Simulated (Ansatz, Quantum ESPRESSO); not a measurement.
# Conductance against width: vacuum gaps between two Mo(100) faces, part 2 of 4

Wanted: T at the Fermi level along a series, and its decay constant, for vacuum gaps between two Mo(100) faces.

Quantum ESPRESSO 7.5; plane-wave DFT, PBE, PseudoDojo norm-conserving pseudopotentials; cross-check by Ansatz 0.2.0 with PAW datasets.

So far. Step 2 (Ground state, 4.5 Å): The run needed 20 iterations to bring the estimated error under 1e-07 Ry; the largest force on any atom, held or free, is 1.21 eV/Å.

## 3. Transmission with pwcond.x, 4.5 Å

Level of this step: transmission by pwcond, lead and junction from one cell; plane-wave DFT, PBE, PseudoDojo norm-conserving pseudopotentials (Quantum ESPRESSO).

prefixt takes both regions from one run: the lead from 0 to bdl, the scattering region from bdl to bds (units of alat). ikind = 1 puts the same lead on both sides. The program's T_tot counts both spins in a run without spin; the tables below give T per spin.

The input, j0.cond.in:

```
&inputcond
  outdir = './out'
  prefixt = 'j0.scf'
  tran_file = 'j0.cond.dat'
  bdl = 2.0000000000
  bds = 10.9240506329
  ikind = 1
  ewind = 4.0
  epsproj = 1e-05
  nz1 = 7
  energy0 = 0.4
  denergy = -0.4
/
15
  0.00000000 0.00000000 0.01562500
  0.00000000 0.12500000 0.06250000
  0.00000000 0.25000000 0.06250000
  0.00000000 0.37500000 0.06250000
  0.00000000 0.50000000 0.03125000
  0.12500000 0.12500000 0.06250000
  0.12500000 0.25000000 0.12500000
  0.12500000 0.37500000 0.12500000
  0.12500000 0.50000000 0.06250000
  0.25000000 0.25000000 0.06250000
  0.25000000 0.37500000 0.12500000
  0.25000000 0.50000000 0.06250000
  0.37500000 0.37500000 0.06250000
  0.37500000 0.50000000 0.06250000
  0.50000000 0.50000000 0.01562500
3
```

Launch:

```bash
> OMP_NUM_THREADS=1 mpirun -n 4 pwcond.x -in j0.cond.in > j0.cond.out
```

The program printed:

```text
[banner, memory and clock lines left out]
Program PWCOND v.7.5 starts

          URL

     ./out/j0.scf.save/

     IMPORTANT: XC functional enforced from input :
     Exchange-correlation= PBE
                           (   1   4   3   4   0   0   0)
     Any further DFT definition will be discarded
     Please, verify this is what you really want

     Reading collected, re-writing distributed wavefunctions

===== INPUT FILE containing all the regions =====

     GEOMETRY:

     lattice parameter (alat)  =       5.9715  a.u.
     the volume                =    2326.1706 (a.u.)^3
     the cross section         =      35.6592 (a.u.)^2
     l of the unit cell        =      10.9241 (alat)
     number of atoms/cell      =           20
     number of atomic types    =            1

     crystal axes: (cart. coord. in units of alat)
               a(1) = (  1.0000  0.0000  0.0000 )
               a(2) = (  0.0000  1.0000  0.0000 )
               a(3) = (  0.0000  0.0000 10.9241 )

   Cartesian axes

     site n.     atom                  positions (alat units)
          1        Mo     tau(  1)=(  0.0000  0.0000 10.9241  )
          2        Mo     tau(  2)=(  0.5000  0.5000  0.5000  )
          3        Mo     tau(  3)=(  0.0000  0.0000  1.0000  )
          4        Mo     tau(  4)=(  0.5000  0.5000  1.5000  )
          5        Mo     tau(  5)=(  0.0000  0.0000  2.0000  )
          6        Mo     tau(  6)=(  0.5000  0.5000  2.5000  )
          7        Mo     tau(  7)=(  0.0000  0.0000  3.0000  )
          8        Mo     tau(  8)=(  0.5000  0.5000  3.5000  )
          9        Mo     tau(  9)=(  0.0000  0.0000  4.0000  )
         10        Mo     tau( 10)=(  0.5000  0.5000  4.5000  )
         11        Mo     tau( 11)=(  0.0000  0.0000  5.9241  )
         12        Mo     tau( 12)=(  0.5000  0.5000  6.4241  )
         13        Mo     tau( 13)=(  0.0000  0.0000  6.9241  )
         14        Mo     tau( 14)=(  0.5000  0.5000  7.4241  )
         15        Mo     tau( 15)=(  0.0000  0.0000  7.9241  )
         16        Mo     tau( 16)=(  0.5000  0.5000  8.4241  )
         17        Mo     tau( 17)=(  0.0000  0.0000  8.9241  )
         18        Mo     tau( 18)=(  0.5000  0.5000  9.4241  )
         19        Mo     tau( 19)=(  0.0000  0.0000  9.9241  )
         20        Mo     tau( 20)=(  0.5000  0.5000 10.4241  )

     nr1s                      =           36
     nr2s                      =           36
     nr3s                      =          360
     nr1sx                     =           36
     nr2sx                     =           36
     nr3sx                     =          360
     nr1                       =           36
     nr2                       =           36
     nr3                       =          360
     nr1x                      =           36
     nr2x                      =           36
     nr3x                      =          360

 _______________________________
  Radii of nonlocal spheres:

     type       ibeta     ang. mom.          radius (alat units)
       Mo         1         0                    0.2378
       Mo         2         0                    0.2428
       Mo         3         1                    0.2395
       Mo         4         1                    0.2428
       Mo         5         2                    0.2277
       Mo         6         2                    0.2277
----- General information -----

--- T calc. with identical leads (ikind=1) ---

     nrx                       =           36
     nry                       =           36
     nz1                       =            7

     energy0               =         4.0E-01
     denergy               =        -4.0E-01
     nenergy               =          3
     ecut2d                =         7.2E+01
     ewind                 =         4.0E+00
     epsproj               =         1.0E-05

     number of k_|| points=   15
                       cryst. coord.
        k(    1) = (   0.0000000   0.0000000), wk =   0.0156250
        k(    2) = (   0.0000000   0.1250000), wk =   0.0625000
        k(    3) = (   0.0000000   0.2500000), wk =   0.0625000
        k(    4) = (   0.0000000   0.3750000), wk =   0.0625000
        k(    5) = (   0.0000000   0.5000000), wk =   0.0312500
        k(    6) = (   0.1250000   0.1250000), wk =   0.0625000
        k(    7) = (   0.1250000   0.2500000), wk =   0.1250000
        k(    8) = (   0.1250000   0.3750000), wk =   0.1250000
        k(    9) = (   0.1250000   0.5000000), wk =   0.0625000
        k(   10) = (   0.2500000   0.2500000), wk =   0.0625000
        k(   11) = (   0.2500000   0.3750000), wk =   0.1250000
        k(   12) = (   0.2500000   0.5000000), wk =   0.0625000
        k(   13) = (   0.3750000   0.3750000), wk =   0.0625000
        k(   14) = (   0.3750000   0.5000000), wk =   0.0625000
        k(   15) = (   0.5000000   0.5000000), wk =   0.0156250
----- Information about left/right lead -----

     nocros                   =           18
     noins                    =           54
     norb                     =           90
     norbf                    =          306
     nrz                      =           66

      iorb      type   ibeta   ang. mom.   m       position (alat)
        1        1       1        0        1   taunew(   1)=(  0.0000  0.0000  0.0000)
        2        1       2        0        1   taunew(   2)=(  0.0000  0.0000  0.0000)
        3        1       3        1        1   taunew(   3)=(  0.0000  0.0000  0.0000)
        4        1       3        1        2   taunew(   4)=(  0.0000  0.0000  0.0000)
        5        1       3        1        3   taunew(   5)=(  0.0000  0.0000  0.0000)
        6        1       4        1        1   taunew(   6)=(  0.0000  0.0000  0.0000)
        7        1       4        1        2   taunew(   7)=(  0.0000  0.0000  0.0000)
        8        1       4        1        3   taunew(   8)=(  0.0000  0.0000  0.0000)
        9        1       5        2        1   taunew(   9)=(  0.0000  0.0000  0.0000)
       10        1       5        2        2   taunew(  10)=(  0.0000  0.0000  0.0000)
       11        1       5        2        3   taunew(  11)=(  0.0000  0.0000  0.0000)
       12        1       5        2        4   taunew(  12)=(  0.0000  0.0000  0.0000)
       13        1       5        2        5   taunew(  13)=(  0.0000  0.0000  0.0000)
       14        1       6        2        1   taunew(  14)=(  0.0000  0.0000  0.0000)
       15        1       6        2        2   taunew(  15)=(  0.0000  0.0000  0.0000)
       16        1       6        2        3   taunew(  16)=(  0.0000  0.0000  0.0000)
       17        1       6        2        4   taunew(  17)=(  0.0000  0.0000  0.0000)
[...]
300        1       5        2        4   taunew( 300)=(  0.0000  0.0000  8.9241)
      301        1       5        2        5   taunew( 301)=(  0.0000  0.0000  8.9241)
      302        1       6        2        1   taunew( 302)=(  0.0000  0.0000  8.9241)
      303        1       6        2        2   taunew( 303)=(  0.0000  0.0000  8.9241)
      304        1       6        2        3   taunew( 304)=(  0.0000  0.0000  8.9241)
      305        1       6        2        4   taunew( 305)=(  0.0000  0.0000  8.9241)
      306        1       6        2        5   taunew( 306)=(  0.0000  0.0000  8.9241)
 ngper, shell number =          213          31
 ngper, n2d =          213          95
---  E-Ef =    0.4000000  k =    0.0000000   0.0000000
---  ie =          1  ik =          1
 Nchannels of the left tip =            4
 Right moving states:
   k1(2pi/a)   k2(2pi/a)   E-Ef (eV)
  -0.1172774  -0.0000000   0.4000000
   0.2755722   0.0000000   0.4000000
   0.2755722   0.0000000   0.4000000
  -0.4362826  -0.0000000   0.4000000
 Left moving states:
   k1(2pi/a)   k2(2pi/a)   E-Ef (eV)
   0.1172774  -0.0000000   0.4000000
  -0.2755728   0.0000000   0.4000000
  -0.2755728   0.0000000   0.4000000
   0.4362826  -0.0000000   0.4000000

 to transmit
 Band j to band i transmissions and reflections:
    j         i     |T_ij|^2    |R_ij|^2

    1 -->     1     0.00000     1.00000
    1 -->     2     0.00000     0.00000
    1 -->     3     0.00000     0.00000
    1 -->     4     0.00000     0.00000
   Total T_j, R_j =    0.00000  1.00000

    2 -->     1     0.00000     0.00000
    2 -->     2     0.00075     0.78861
    2 -->     3     0.00000     0.21063
    2 -->     4     0.00000     0.00000
   Total T_j, R_j =    0.00075  0.99925

    3 -->     1     0.00000     0.00000
    3 -->     2     0.00000     0.21063
    3 -->     3     0.00075     0.78861
    3 -->     4     0.00000     0.00000
   Total T_j, R_j =    0.00075  0.99925

    4 -->     1     0.00000     0.00000
    4 -->     2     0.00000     0.00000
    4 -->     3     0.00000     0.00000
    4 -->     4     0.00013     0.99987
   Total T_j, R_j =    0.00013  0.99987

E-Ef(ev), T(x2 spins) =    0.4000000   0.0032845
---  E-Ef =    0.0000000  k =    0.0000000   0.0000000
---  ie =          2  ik =          1
 Nchannels of the left tip =            4
 Right moving states:
   k1(2pi/a)   k2(2pi/a)   E-Ef (eV)
   0.1829949   0.0000000   0.0000000
   0.1829949   0.0000000   0.0000000
  -0.2306426  -0.0000000   0.0000000
   0.4850323   0.0000000   0.0000000
 Left moving states:
   k1(2pi/a)   k2(2pi/a)   E-Ef (eV)
  -0.1829955   0.0000000   0.0000000
  -0.1829955   0.0000000   0.0000000
   0.2306426  -0.0000000   0.0000000
  -0.4850323   0.0000000   0.0000000

 to transmit
 Band j to band i transmissions and reflections:
    j         i     |T_ij|^2    |R_ij|^2

    1 -->     1     0.00067     0.94182
    1 -->     2     0.00000     0.05750
    1 -->     3     0.00000     0.00000
    1 -->     4     0.00000     0.00000
   Total T_j, R_j =    0.00067  0.99933

    2 -->     1     0.00000     0.05750
    2 -->     2     0.00067     0.94182
    2 -->     3     0.00000     0.00000
    2 -->     4     0.00000     0.00000
   Total T_j, R_j =    0.00067  0.99933

    3 -->     1     0.00000     0.00000
    3 -->     2     0.00000     0.00000
    3 -->     3     0.00000     1.00000
    3 -->     4     0.00000     0.00000
   Total T_j, R_j =    0.00000  1.00000

    4 -->     1     0.00000     0.00000
    4 -->     2     0.00000     0.00000
    4 -->     3     0.00000     0.00000
    4 -->     4     0.00012     0.99988
   Total T_j, R_j =    0.00012  0.99988

E-Ef(ev), T(x2 spins) =    0.0000000   0.0029336
---  E-Ef =   -0.4000000  k =    0.0000000   0.0000000
---  ie =          3  ik =          1
 Nchannels of the left tip =            4
 Right moving states:
   k1(2pi/a)   k2(2pi/a)   E-Ef (eV)
   0.0745875   0.0000000  -0.4000000
   0.0745875   0.0000000  -0.4000000
  -0.3584439  -0.0000000  -0.4000000
   0.4106118   0.0000000  -0.4000000
 Left moving states:
   k1(2pi/a)   k2(2pi/a)   E-Ef (eV)
  -0.0745882   0.0000000  -0.4000000
  -0.0745882   0.0000000  -0.4000000
   0.3584439  -0.0000000  -0.4000000
  -0.4106118   0.0000000  -0.4000000

 to transmit
 Band j to band i transmissions and reflections:
    j         i     |T_ij|^2    |R_ij|^2

    1 -->     1     0.00060     0.98568
    1 -->     2     0.00000     0.01372
    1 -->     3     0.00000     0.00000
    1 -->     4     0.00000     0.00000
   Total T_j, R_j =    0.00060  0.99940

    2 -->     1     0.00000     0.01372
    2 -->     2     0.00060     0.98568
    2 -->     3     0.00000     0.00000
    2 -->     4     0.00000     0.00000
   Total T_j, R_j =    0.00060  0.99940

    3 -->     1     0.00000     0.00000
    3 -->     2     0.00000     0.00000
    3 -->     3     0.00000     1.00000
    3 -->     4     0.00000     0.00000
   Total T_j, R_j =    0.00000  1.00000

    4 -->     1     0.00000     0.00000
    4 -->     2     0.00000     0.00000
    4 -->     3     0.00000     0.00000
    4 -->     4     0.00011     0.99989
   Total T_j, R_j =    0.00011  0.99989

E-Ef(ev), T(x2 spins) =   -0.4000000   0.0026150
 ngper, shell number =          204          99
 ngper, n2d =          204         204
[... further energies and points left out ...]
---  E-Ef =    0.4000000  k =    0.5000000   0.5000000
---  ie =          1  ik =         15
 Nchannels of the left tip =            2
 Right moving states:
   k1(2pi/a)   k2(2pi/a)   E-Ef (eV)
  -0.3110353  -0.0000000   0.4000000
  -0.3110353  -0.0000000   0.4000000
 Left moving states:
   k1(2pi/a)   k2(2pi/a)   E-Ef (eV)
   0.3110353  -0.0000000   0.4000000
   0.3110353  -0.0000000   0.4000000

 to transmit
 Band j to band i transmissions and reflections:
    j         i     |T_ij|^2    |R_ij|^2

    1 -->     1     0.00777     0.76223
    1 -->     2     0.00000     0.23000
   Total T_j, R_j =    0.00777  0.99223

    2 -->     1     0.00000     0.23000
    2 -->     2     0.00777     0.76223
   Total T_j, R_j =    0.00777  0.99223

E-Ef(ev), T(x2 spins) =    0.4000000   0.0310742
---  E-Ef =    0.0000000  k =    0.5000000   0.5000000
---  ie =          2  ik =         15
 Nchannels of the left tip =            2
 Right moving states:
   k1(2pi/a)   k2(2pi/a)   E-Ef (eV)
  -0.3844465  -0.0000000   0.0000000
  -0.3844465  -0.0000000   0.0000000
 Left moving states:
   k1(2pi/a)   k2(2pi/a)   E-Ef (eV)
   0.3844465  -0.0000000   0.0000000
   0.3844465  -0.0000000   0.0000000

 to transmit
 Band j to band i transmissions and reflections:
    j         i     |T_ij|^2    |R_ij|^2

    1 -->     1     0.00719     0.75247
    1 -->     2     0.00000     0.24033
   Total T_j, R_j =    0.00719  0.99281

    2 -->     1     0.00000     0.24033
    2 -->     2     0.00719     0.75247
   Total T_j, R_j =    0.00719  0.99281

E-Ef(ev), T(x2 spins) =    0.0000000   0.0287754
---  E-Ef =   -0.4000000  k =    0.5000000   0.5000000
---  ie =          3  ik =         15
 Nchannels of the left tip =            2
 Right moving states:
   k1(2pi/a)   k2(2pi/a)   E-Ef (eV)
  -0.4588756  -0.0000000  -0.4000000
  -0.4588756  -0.0000000  -0.4000000
 Left moving states:
   k1(2pi/a)   k2(2pi/a)   E-Ef (eV)
   0.4588756  -0.0000000  -0.4000000
   0.4588756  -0.0000000  -0.4000000

 to transmit
 Band j to band i transmissions and reflections:
    j         i     |T_ij|^2    |R_ij|^2

    1 -->     1     0.00652     0.71397
    1 -->     2     0.00000     0.27951
   Total T_j, R_j =    0.00652  0.99348

    2 -->     1     0.00000     0.27951
    2 -->     2     0.00652     0.71397
   Total T_j, R_j =    0.00652  0.99348

E-Ef(ev), T(x2 spins) =   -0.4000000   0.0260886
   T_tot     0.40000      0.57592E+00
   T_tot     0.00000      0.54984E+00
   T_tot    -0.40000      0.37032E+00

Note: The following floating-point exceptions are signalling: IEEE_UNDERFLOW_FLAG
Note: The following floating-point exceptions are signalling: IEEE_UNDERFLOW_FLAG
Note: The following floating-point exceptions are signalling: IEEE_UNDERFLOW_FLAG
Note: The following floating-point exceptions are signalling: IEEE_UNDERFLOW_FLAG
```

The job ended after 3.4 min (4 MPI ranks of Arm Neoverse V2, shared host; peak memory 0.63 GiB).

This step gave:

| Quantity | Value |
| --- | --- |
| lead channels at the Fermi level, one spin | 1.781 |
| transmission at the Fermi level, one spin | 0.2749 |
| conductance | 0.2749 G₀ |

Per spin; mean over the k mesh across the current. Open channels, zone mean against energy, zero at the Fermi level:

```csv
energy (eV),"open channels, zone mean"
-0.400,1.53
0.000,1.78
0.400,2.16
```

Per spin; mean over the k mesh across the current. Transmission, zone mean against energy, zero at the Fermi level:

```csv
energy (eV),"transmission, zone mean"
-0.400,0.185
0.000,0.275
0.400,0.288
```

At 0.000 eV; k in fractions of b1, b2. Transmission by k point:

```csv
k1,k2,weight,t,channels
0,0,0.01562,0.001467,4
0,0.125,0.0625,0.6315,4
0,0.25,0.0625,1.95e-4,2
0,0.375,0.0625,0.4418,5
0,0.5,0.03125,0.2773,4
0.125,0.125,0.0625,0.6795,2
0.125,0.25,0.125,0.1527,2
0.125,0.375,0.125,0.8587,1
0.125,0.5,0.0625,0.474,4
0.25,0.25,0.0625,0,0
0.25,0.375,0.125,0,0
0.25,0.5,0.0625,0,0
0.375,0.375,0.0625,0,0
0.375,0.5,0.0625,0.006278,2
0.5,0.5,0.01562,0.01439,2
```

The run is unpolarised; a magnetic state was not tried, may lie lower and would change T.

[end of part 2 of 4]

[Logs are printed without paths, hosts, clocks, repeated set-up lines and the standing remarks that a program may print on its own settings, such as how far it seeks lower states.]

[Hosts, paths, dates, database ids (printed as entryN), source tags and the programs' standing remarks are cut or masked in the printed files.]

[Maps of the electrostatic potential energy from Ansatz leave out the sawtooth potential of an applied field or a dipole correction, so their vacuum need not be flat; planar profiles and work functions include it.]
